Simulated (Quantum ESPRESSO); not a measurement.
# W(100): a series in the number of layers, part 5 of 6

What law, if any, do the results for W(100) follow against the number of layers?

Quantum ESPRESSO 7.5; plane-wave DFT, PBE, GBRV ultrasoft pseudopotentials.

So far. Step 6 (Relaxation with pw.x, 5 layers): The relaxation lowers the energy by 59 meV an atom. On the free atoms the largest force ends at 0.009 eV/Å. Step 7 (Ground state, 5 layers): Inside the slab this potential holds the local part of the pseudopotentials, which can be repulsive at the nuclei; only its value in the vacuum has a meaning of its own.

### 8. SCF with pw.x, 10 layers

System of this step: W(100), 10 layers. The cell holds 10 atoms: 10 W. Cell: a = 3.182 Å, b = 3.182 Å, c = 30.432 Å, α = 90.0°, β = 90.0°, γ = 90.0°. It derives from W. Vacuum lies along c.

The input, m5.esm.in:

```
&control
  prefix = 'm5.esm'
  outdir = './out'
  pseudo_dir = './pseudo'
  calculation = 'scf'
  tprnfor = .true.
/
&system
  ibrav = 0
  nat = 10
  ntyp = 1
  ecutwfc = 40
  ecutrho = 200
  occupations = 'smearing'
  smearing = 'mv'
  degauss = 0.02
  assume_isolated = 'esm'
  esm_bc = 'bc1'
/
&electrons
  conv_thr = 1e-08
  mixing_beta = 0.25
  electron_maxstep = 160
  mixing_mode = 'local-TF'
  mixing_ndim = 12
/
ATOMIC_SPECIES
  W   183.8400  w_pbe_v1.2.uspp.F.UPF
CELL_PARAMETERS angstrom
  3.18214897600000 0.00000000000000 0.00000000000000
  0.00000000000000 3.18214897600000 0.00000000000000
  0.00000000000000 0.00000000000000 30.43181710592404
ATOMIC_POSITIONS crystal
  W   0.500000000000 0.500000000000 -0.230517476500
  W   0.000000000000 0.000000000000 -0.184122464300
  W   0.500000000000 0.500000000000 -0.130708140300
  W   0.000000000000 0.000000000000 -0.078424884200
  W   0.500000000000 0.500000000000 -0.026141628100
  W   0.000000000000 0.000000000000 0.026141628100
  W   0.500000000000 0.500000000000 0.078424884200
  W   0.000000000000 0.000000000000 0.130708140300
  W   0.500000000000 0.500000000000 0.184122464300
  W   0.000000000000 0.000000000000 0.230517476500
K_POINTS automatic
  10 10 1 0 0 0
```

Started as:

```bash
$ OMP_NUM_THREADS=1 mpirun -n 4 pw.x -nk 4 -in m5.esm.in > m5.esm.out
```

Log:

```text
[banner, memory and clock lines left out]
Program PWSCF v.7.5 starts

          URL

     Message from routine setup:
     using ibrav=0 with symmetry is DISCOURAGED, use correct ibrav instead

     G-vector sticks info

     bravais-lattice index     =            0
     lattice parameter (alat)  =       6.0134  a.u.
     unit-cell volume          =    2079.5315 (a.u.)^3
     number of atoms/cell      =           10
     number of atomic types    =            1
     number of electrons       =       140.00
     number of Kohn-Sham states=           84
     kinetic-energy cutoff     =      40.0000  Ry
     charge density cutoff     =     200.0000  Ry
     scf convergence threshold =      1.0E-08
     mixing beta               =       0.2500
     number of iterations used =           12  local-TF  mixing
     Exchange-correlation= SLA  PW   PBE  PBE
                           (   1   4   3   4   0   0   0)

     Effective Screening Medium Method
     Boundary Conditions: Vacuum-Slab-Vacuum
     total charge in unit cell        =   0.0000
     grid points for fit at edges     =        4

     celldm(1)=   6.013390  celldm(2)=   0.000000  celldm(3)=   0.000000
     celldm(4)=   0.000000  celldm(5)=   0.000000  celldm(6)=   0.000000

     crystal axes: (cart. coord. in units of alat)
               a(1) = (   1.000000   0.000000   0.000000 )
               a(2) = (   0.000000   1.000000   0.000000 )
               a(3) = (   0.000000   0.000000   9.563291 )

     reciprocal axes: (cart. coord. in units 2 pi/alat)
               b(1) = (  1.000000  0.000000  0.000000 )
               b(2) = (  0.000000  1.000000  0.000000 )
               b(3) = (  0.000000  0.000000  0.104567 )

     PseudoPot. # 1 for W  read from file:
     ./pseudo/w_pbe_v1.2.uspp.F.UPF
     Pseudo is Ultrasoft + core correction, Zval = 14.0
     Generated by new atomic code, or converted to UPF format
     Using radial grid of  923 points,  8 beta functions with:
                l(1) =   0
                l(2) =   0
                l(3) =   0
                l(4) =   1
                l(5) =   1
                l(6) =   2
                l(7) =   2
                l(8) =   3
     Q(r) pseudized with  6 coefficients,  rinner =    1.350   1.350   1.350
                                                       1.350   1.350   1.350
                                                       1.350

     atomic species   valence    mass     pseudopotential
     W                14.00   183.84000     W ( 1.00)

     16 Sym. Ops., with inversion, found ( 8 have fractional translation)

   Cartesian axes

     site n.     atom                  positions (alat units)
         1        W      tau(   1) = (   0.5000000   0.5000000  -2.2045057  )
         2        W      tau(   2) = (   0.0000000   0.0000000  -1.7608167  )
[...]
Davidson diagonalization with overlap
     ethr =  1.58E-09,  avg # of iterations =  2.6

     negative rho (up, down):  6.748E-01 0.000E+00

     total energy              =   -1590.99805746 Ry
     estimated scf accuracy    <       0.00000124 Ry

     iteration # 33     ecut=    40.00 Ry     beta= 0.25
     Davidson diagonalization with overlap
     ethr =  8.82E-10,  avg # of iterations =  9.2

     negative rho (up, down):  6.748E-01 0.000E+00

     total energy              =   -1590.99802500 Ry
     estimated scf accuracy    <       0.00000074 Ry

     iteration # 34     ecut=    40.00 Ry     beta= 0.25
     Davidson diagonalization with overlap
     ethr =  5.31E-10,  avg # of iterations =  1.5

     negative rho (up, down):  6.748E-01 0.000E+00

     total energy              =   -1590.99799600 Ry
     estimated scf accuracy    <       0.00000060 Ry

     iteration # 35     ecut=    40.00 Ry     beta= 0.25
     Davidson diagonalization with overlap
     ethr =  4.28E-10,  avg # of iterations =  5.0

     negative rho (up, down):  6.748E-01 0.000E+00

     total energy              =   -1590.99798761 Ry
     estimated scf accuracy    <       0.00000004 Ry

     iteration # 36     ecut=    40.00 Ry     beta= 0.25
     Davidson diagonalization with overlap
     c_bands:  1 eigenvalues not converged
     ethr =  3.20E-11,  avg # of iterations = 16.8

     negative rho (up, down):  6.748E-01 0.000E+00

     total energy              =   -1590.99798994 Ry
     estimated scf accuracy    <       0.00000010 Ry

     iteration # 37     ecut=    40.00 Ry     beta= 0.25
     Davidson diagonalization with overlap
     ethr =  3.20E-11,  avg # of iterations =  2.5

     negative rho (up, down):  6.748E-01 0.000E+00

     total energy              =   -1590.99799312 Ry
     estimated scf accuracy    <       0.00000008 Ry

     iteration # 38     ecut=    40.00 Ry     beta= 0.25
     Davidson diagonalization with overlap
     ethr =  3.20E-11,  avg # of iterations =  1.9

     negative rho (up, down):  6.748E-01 0.000E+00

     total energy              =   -1590.99802243 Ry
     estimated scf accuracy    <       0.00000011 Ry

     iteration # 39     ecut=    40.00 Ry     beta= 0.25
     Davidson diagonalization with overlap
     ethr =  3.20E-11,  avg # of iterations =  7.5

     negative rho (up, down):  6.748E-01 0.000E+00

     total energy              =   -1590.99801623 Ry
     estimated scf accuracy    <       0.00000013 Ry

     iteration # 40     ecut=    40.00 Ry     beta= 0.25
     Davidson diagonalization with overlap
     ethr =  3.20E-11,  avg # of iterations =  6.3

     negative rho (up, down):  6.748E-01 0.000E+00

     total energy              =   -1590.99802232 Ry
     estimated scf accuracy    <       0.00000027 Ry

     iteration # 41     ecut=    40.00 Ry     beta= 0.25
     Davidson diagonalization with overlap
     ethr =  3.20E-11,  avg # of iterations =  1.0

     negative rho (up, down):  6.748E-01 0.000E+00

     total energy              =   -1590.99801670 Ry
     estimated scf accuracy    <       0.00000026 Ry

     iteration # 42     ecut=    40.00 Ry     beta= 0.25
     Davidson diagonalization with overlap
     ethr =  3.20E-11,  avg # of iterations =  6.3

     negative rho (up, down):  6.748E-01 0.000E+00

     total energy              =   -1590.99801976 Ry
     estimated scf accuracy    <       0.00000005 Ry

     iteration # 43     ecut=    40.00 Ry     beta= 0.25
     Davidson diagonalization with overlap
```

Elapsed: 21 min, on 4 MPI ranks of Arm Neoverse N1, shared host; peak memory 1.4 GiB.

Residual by cycle:

cycle, log10 residual and a bar from the least value:
```
        1        0.4 ##############################
        5       -0.9 #########################
        8       -1.3 #######################
       12       -1.6 ######################
       16       -1.7 ######################
       20       -2.5 ###################
       23       -3.9 #############
       27       -3.7 ##############
       31       -5.7 #######
       35       -7.4 
       38       -7.0 ##
       42       -7.3
```

The run was cut off at its time limit.

After 42 cycles the residual stands at 5.0e-8.

### 9. Relaxation with pw.x, 12 layers

System of this step: W(100), 12 layers. The cell holds 12 atoms: 12 W. Its edges and angles: a = 3.182 Å, b = 3.182 Å, c = 33.614 Å, α = 90.0°, β = 90.0°, γ = 90.0°. It derives from W. Vacuum lies along c.

The input, m6.relax.in:

```
&control
  prefix = 'm6.relax'
  outdir = './out'
  pseudo_dir = './pseudo'
  nstep = 40
  forc_conv_thr = 0.001
  calculation = 'relax'
/
&system
  ibrav = 0
  nat = 12
  ntyp = 1
  ecutwfc = 40
  ecutrho = 200
  occupations = 'smearing'
  smearing = 'mv'
  degauss = 0.02
/
&electrons
  conv_thr = 1e-08
  mixing_beta = 0.4
  electron_maxstep = 120
  mixing_mode = 'local-TF'
/
&ions
/
ATOMIC_SPECIES
  W   183.8400  w_pbe_v1.2.uspp.F.UPF
CELL_PARAMETERS angstrom
  3.18214897600000 0.00000000000000 0.00000000000000
  0.00000000000000 3.18214897600000 0.00000000000000
  0.00000000000000 0.00000000000000 33.61396608192405
ATOMIC_POSITIONS crystal
  W   0.500000000000 0.500000000000 0.239664469742
  W   0.000000000000 0.000000000000 0.286998202516
  W   0.500000000000 0.500000000000 0.334331935291 0 0 0
  W   0.000000000000 0.000000000000 0.381665668065 0 0 0
  W   0.500000000000 0.500000000000 0.428999400839 0 0 0
  W   0.000000000000 0.000000000000 0.476333133613 0 0 0
  W   0.500000000000 0.500000000000 0.523666866387 0 0 0
  W   0.000000000000 0.000000000000 0.571000599161 0 0 0
  W   0.500000000000 0.500000000000 0.618334331935 0 0 0
  W   0.000000000000 0.000000000000 0.665668064709 0 0 0
  W   0.500000000000 0.500000000000 0.713001797484
  W   0.000000000000 0.000000000000 0.760335530258
K_POINTS automatic
  10 10 1 0 0 0
```

Started as:

```bash
$ OMP_NUM_THREADS=1 mpirun -n 4 pw.x -nk 4 -in m6.relax.in > m6.relax.out
```

Log:

```text
[banner, memory and clock lines left out]
Program PWSCF v.7.5 starts
[...]
Message from routine setup:
[...]
number of electrons       =       168.00
     number of Kohn-Sham states=          101
     kinetic-energy cutoff     =      40.0000  Ry
     charge density cutoff     =     200.0000  Ry
[...]
number of k points=    21  Marzari-Vanderbilt smearing, width (Ry)=  0.0200
[...]
Dense  grid:   109797 G-vectors     FFT dimensions: (  30,  30, 288)
[...]
negative rho (up, down):  7.804E-01 0.000E+00
     Starting wfcs are  156 randomized atomic wfcs
[...]
negative rho (up, down):  7.781E-01 0.000E+00
[...]
estimated scf accuracy    <       7.83833556 Ry
[...]
negative rho (up, down):  7.807E-01 0.000E+00
[...]
estimated scf accuracy    <       1.43188463 Ry
[...]
negative rho (up, down):  7.943E-01 0.000E+00
[...]
estimated scf accuracy    <       0.23477696 Ry
[...]
negative rho (up, down):  8.118E-01 0.000E+00
[...]
estimated scf accuracy    <       0.05328962 Ry
[...]
negative rho (up, down):  8.120E-01 0.000E+00
[...]
estimated scf accuracy    <       0.03166157 Ry
[...]
negative rho (up, down):  8.095E-01 0.000E+00
[...]
estimated scf accuracy    <       0.01867628 Ry
[...]
negative rho (up, down):  8.095E-01 0.000E+00
[...]
estimated scf accuracy    <       0.03255941 Ry
[...]
negative rho (up, down):  8.037E-01 0.000E+00
[...]
estimated scf accuracy    <       0.02138009 Ry
[...]
negative rho (up, down):  8.068E-01 0.000E+00
[...]
estimated scf accuracy    <       0.00348130 Ry
[...]
negative rho (up, down):  8.135E-01 0.000E+00
[...]
estimated scf accuracy    <       0.00209499 Ry
[...]
negative rho (up, down):  8.109E-01 0.000E+00
[...]
estimated scf accuracy    <       0.00144076 Ry
[...]
negative rho (up, down):  8.096E-01 0.000E+00
[...]
estimated scf accuracy    <       0.00009642 Ry
[...]
negative rho (up, down):  8.098E-01 0.000E+00
[...]
estimated scf accuracy    <       0.00002343 Ry
[...]
negative rho (up, down):  8.096E-01 0.000E+00
[...]
estimated scf accuracy    <       0.00000445 Ry
[...]
negative rho (up, down):  8.094E-01 0.000E+00
[...]
estimated scf accuracy    <       0.00000142 Ry
[...]
negative rho (up, down):  8.095E-01 0.000E+00
[...]
estimated scf accuracy    <       0.00000189 Ry
[...]
negative rho (up, down):  8.095E-01 0.000E+00
[...]
estimated scf accuracy    <       0.00000012 Ry
[...]
negative rho (up, down):  8.095E-01 0.000E+00
[...]
estimated scf accuracy    <       0.00000002 Ry
[...]
negative rho (up, down):  8.095E-01 0.000E+00
[...]
the Fermi energy is    10.8418 ev
!    total energy              =   -1909.24812571 Ry
     estimated scf accuracy    <          9.8E-09 Ry
     smearing contrib. (-TS)   =       0.00214904 Ry
     internal energy E=F+TS    =   -1909.25027475 Ry
[...]
one-electron contribution =  -19613.81983864 Ry
     hartree contribution      =    9836.59952618 Ry
     xc contribution           =    -494.31370906 Ry
     ewald contribution        =    8362.28374677 Ry
     convergence has been achieved in  19 iterations
     negative rho (up, down):  8.095E-01 0.000E+00
[...]
Total force =     0.128022     Total SCF correction =     0.000077
[...]
negative rho (up, down):  8.041E-01 0.000E+00
[...]
negative rho (up, down):  8.045E-01 0.000E+00
[...]
estimated scf accuracy    <       0.02756536 Ry
[...]
negative rho (up, down):  8.047E-01 0.000E+00
[...]
estimated scf accuracy    <       0.00302189 Ry
[...]
negative rho (up, down):  8.048E-01 0.000E+00
[...]
estimated scf accuracy    <       0.00039691 Ry
[...]
negative rho (up, down):  8.048E-01 0.000E+00
[...]
estimated scf accuracy    <       0.00003857 Ry
[...]
negative rho (up, down):  8.048E-01 0.000E+00
[...]
estimated scf accuracy    <       0.00001838 Ry
[...]
negative rho (up, down):  8.049E-01 0.000E+00
[...]
estimated scf accuracy    <       0.00000258 Ry
[...]
negative rho (up, down):  8.049E-01 0.000E+00
[...]
estimated scf accuracy    <       0.00000186 Ry
[...]
negative rho (up, down):  8.051E-01 0.000E+00
[...]
estimated scf accuracy    <       0.00000102 Ry
[...]
negative rho (up, down):  8.051E-01 0.000E+00
[...]
estimated scf accuracy    <       0.00000078 Ry
[...]
negative rho (up, down):  8.051E-01 0.000E+00
[...]
estimated scf accuracy    <       0.00000018 Ry
[...]
negative rho (up, down):  8.051E-01 0.000E+00
[...]
estimated scf accuracy    <       0.00000003 Ry
[...]
negative rho (up, down):  8.051E-01 0.000E+00
[...]
the Fermi energy is    10.8551 ev
!    total energy              =   -1909.26178477 Ry
     estimated scf accuracy    <          8.3E-09 Ry
     smearing contrib. (-TS)   =       0.00234771 Ry
     internal energy E=F+TS    =   -1909.26413248 Ry
[...]
one-electron contribution =  -19629.76150404 Ry
     hartree contribution      =    9844.71552745 Ry
     xc contribution           =    -494.37553285 Ry
     ewald contribution        =    8370.15737695 Ry
     convergence has been achieved in  12 iterations
     negative rho (up, down):  8.051E-01 0.000E+00
[...]
Total force =     0.084610     Total SCF correction =     0.000460
[...]
negative rho (up, down):  8.056E-01 0.000E+00
[...]
negative rho (up, down):  8.061E-01 0.000E+00
[...]
estimated scf accuracy    <       0.01791538 Ry
[...]
negative rho (up, down):  8.064E-01 0.000E+00
[...]
estimated scf accuracy    <       0.00285154 Ry
[...]
negative rho (up, down):  8.065E-01 0.000E+00
[...]
estimated scf accuracy    <       0.00033135 Ry
[...]
negative rho (up, down):  8.065E-01 0.000E+00
[...]
estimated scf accuracy    <       0.00003338 Ry
[...]
negative rho (up, down):  8.065E-01 0.000E+00
[...]
estimated scf accuracy    <       0.00001766 Ry
[...]
negative rho (up, down):  8.066E-01 0.000E+00
[...]
estimated scf accuracy    <       0.00000279 Ry
[...]
negative rho (up, down):  8.066E-01 0.000E+00
[...]
estimated scf accuracy    <       0.00000149 Ry
[...]
negative rho (up, down):  8.067E-01 0.000E+00
[...]
estimated scf accuracy    <       0.00000085 Ry
[...]
negative rho (up, down):  8.068E-01 0.000E+00
[...]
estimated scf accuracy    <       0.00000030 Ry
[...]
negative rho (up, down):  8.068E-01 0.000E+00
[...]
estimated scf accuracy    <       0.00000018 Ry
[...]
negative rho (up, down):  8.068E-01 0.000E+00
[...]
estimated scf accuracy    <       0.00000001 Ry
[...]
negative rho (up, down):  8.068E-01 0.000E+00
[...]
estimated scf accuracy    <       0.00000002 Ry
[...]
negative rho (up, down):  8.068E-01 0.000E+00
[...]
the Fermi energy is    10.8597 ev
!    total energy              =   -1909.26949499 Ry
     estimated scf accuracy    <          4.7E-10 Ry
     smearing contrib. (-TS)   =       0.00252903 Ry
     internal energy E=F+TS    =   -1909.27202402 Ry
[...]
one-electron contribution =  -19662.60908707 Ry
     hartree contribution      =    9861.25347247 Ry
     xc contribution           =    -494.45113222 Ry
     ewald contribution        =    8386.53472279 Ry
     convergence has been achieved in  13 iterations
     negative rho (up, down):  8.068E-01 0.000E+00
[...]
Total force =     0.037036     Total SCF correction =     0.000094
[...]
negative rho (up, down):  8.109E-01 0.000E+00
[...]
negative rho (up, down):  8.113E-01 0.000E+00
[...]
estimated scf accuracy    <       0.00333837 Ry
[...]
negative rho (up, down):  8.118E-01 0.000E+00
[...]
estimated scf accuracy    <       0.00121472 Ry
[...]
negative rho (up, down):  8.116E-01 0.000E+00
[...]
estimated scf accuracy    <       0.00006289 Ry
[...]
negative rho (up, down):  8.116E-01 0.000E+00
[...]
estimated scf accuracy    <       0.00001743 Ry
[...]
negative rho (up, down):  8.117E-01 0.000E+00
[...]
estimated scf accuracy    <       0.00001034 Ry
[...]
negative rho (up, down):  8.117E-01 0.000E+00
[...]
estimated scf accuracy    <       0.00000111 Ry
[...]
negative rho (up, down):  8.118E-01 0.000E+00
[...]
estimated scf accuracy    <       0.00000148 Ry
[...]
negative rho (up, down):  8.119E-01 0.000E+00
[...]
estimated scf accuracy    <       0.00000034 Ry
[...]
the Fermi energy is    10.8568 ev
!    total energy              =   -1909.27190533 Ry
     estimated scf accuracy    <          2.6E-10 Ry
     smearing contrib. (-TS)   =       0.00271314 Ry
     internal energy E=F+TS    =   -1909.27461847 Ry
[...]
one-electron contribution =  -19758.82823552 Ry
     hartree contribution      =    9909.42633967 Ry
     xc contribution           =    -494.53605064 Ry
     ewald contribution        =    8434.66332802 Ry
     convergence has been achieved in  13 iterations
     negative rho (up, down):  8.119E-01 0.000E+00
[...]
Total force =     0.014115     Total SCF correction =     0.000032
[...]
negative rho (up, down):  8.093E-01 0.000E+00
[...]
negative rho (up, down):  8.093E-01 0.000E+00
[...]
estimated scf accuracy    <       0.00964178 Ry
[...]
negative rho (up, down):  8.094E-01 0.000E+00
[...]
estimated scf accuracy    <       0.00055522 Ry
[...]
negative rho (up, down):  8.094E-01 0.000E+00
[...]
estimated scf accuracy    <       0.00002486 Ry
[...]
negative rho (up, down):  8.094E-01 0.000E+00
[...]
estimated scf accuracy    <       0.00000895 Ry
[...]
negative rho (up, down):  8.094E-01 0.000E+00
[...]
estimated scf accuracy    <       0.00001682 Ry
[...]
negative rho (up, down):  8.094E-01 0.000E+00
[...]
estimated scf accuracy    <       0.00000504 Ry
[...]
negative rho (up, down):  8.094E-01 0.000E+00
[...]
estimated scf accuracy    <       0.00000061 Ry
[...]
negative rho (up, down):  8.094E-01 0.000E+00
[...]
estimated scf accuracy    <       0.00000087 Ry
[...]
negative rho (up, down):  8.095E-01 0.000E+00
[...]
estimated scf accuracy    <       0.00000037 Ry
[...]
negative rho (up, down):  8.095E-01 0.000E+00
[...]
estimated scf accuracy    <       0.00000015 Ry
[...]
negative rho (up, down):  8.095E-01 0.000E+00
[...]
estimated scf accuracy    <       0.00000015 Ry
[...]
negative rho (up, down):  8.095E-01 0.000E+00
[...]
estimated scf accuracy    <          8.8E-09 Ry
[...]
negative rho (up, down):  8.095E-01 0.000E+00
[...]
estimated scf accuracy    <       0.00000004 Ry
[...]
negative rho (up, down):  8.095E-01 0.000E+00
[...]
estimated scf accuracy    <       0.00000004 Ry
[...]
negative rho (up, down):  8.095E-01 0.000E+00
[...]
estimated scf accuracy    <          3.6E-10 Ry
[...]
negative rho (up, down):  8.095E-01 0.000E+00
[...]
estimated scf accuracy    <          6.0E-10 Ry
[...]
negative rho (up, down):  8.095E-01 0.000E+00
[...]
```

Run time: 75 min. Hardware: 4 MPI ranks; peak memory 1.7 GiB; 4.9 h of CPU time.

Step by step:

| step | energy less that of the first step (eV) | largest force (eV/Å) |
| --- | --- | --- |
| 1 | 0.0000 | 1.6759 |
| 2 | -0.1858 | 1.2252 |
| 3 | -0.2907 | 0.6429 |
| 4 | -0.3144 | 0.3361 |
| 5 | -0.3189 | 0.2801 |
| 6 | -0.3235 | 0.2309 |
| 7 | -0.3288 | 0.1630 |
| 8 | -0.3333 | 0.0572 |
| 9 | -0.3339 | 0.0026 |

The atoms that moved most (Å):

| atom | dx | dy | dz | length |
| --- | --- | --- | --- | --- |
| W12 | 0.000 | 0.000 | -0.146 | 0.146 |
| W1 | 0.000 | 0.000 | 0.146 | 0.146 |
| W2 | 0.000 | 0.000 | -0.036 | 0.036 |
| W11 | 0.000 | 0.000 | 0.036 | 0.036 |

The relaxation lowers the energy by 28 meV an atom. On the free atoms the largest force ends at 0.003 eV/Å.

Read from the output:

| Item | Value |
| --- | --- |
| free energy | -25976.9780 eV |
| Fermi energy | 10.86 eV |

[end of part 5 of 6]

[Logs are printed without paths, hosts, clocks, repeated set-up lines and the standing remarks that a program may print on its own settings, such as how far it seeks lower states.]

[Hosts, paths, dates, database ids (printed as entryN), source tags and the programs' standing remarks are cut or masked in the printed files.]

[Maps of the electrostatic potential energy from Ansatz leave out the sawtooth potential of an applied field or a dipole correction, so their vacuum need not be flat; planar profiles and work functions include it.]
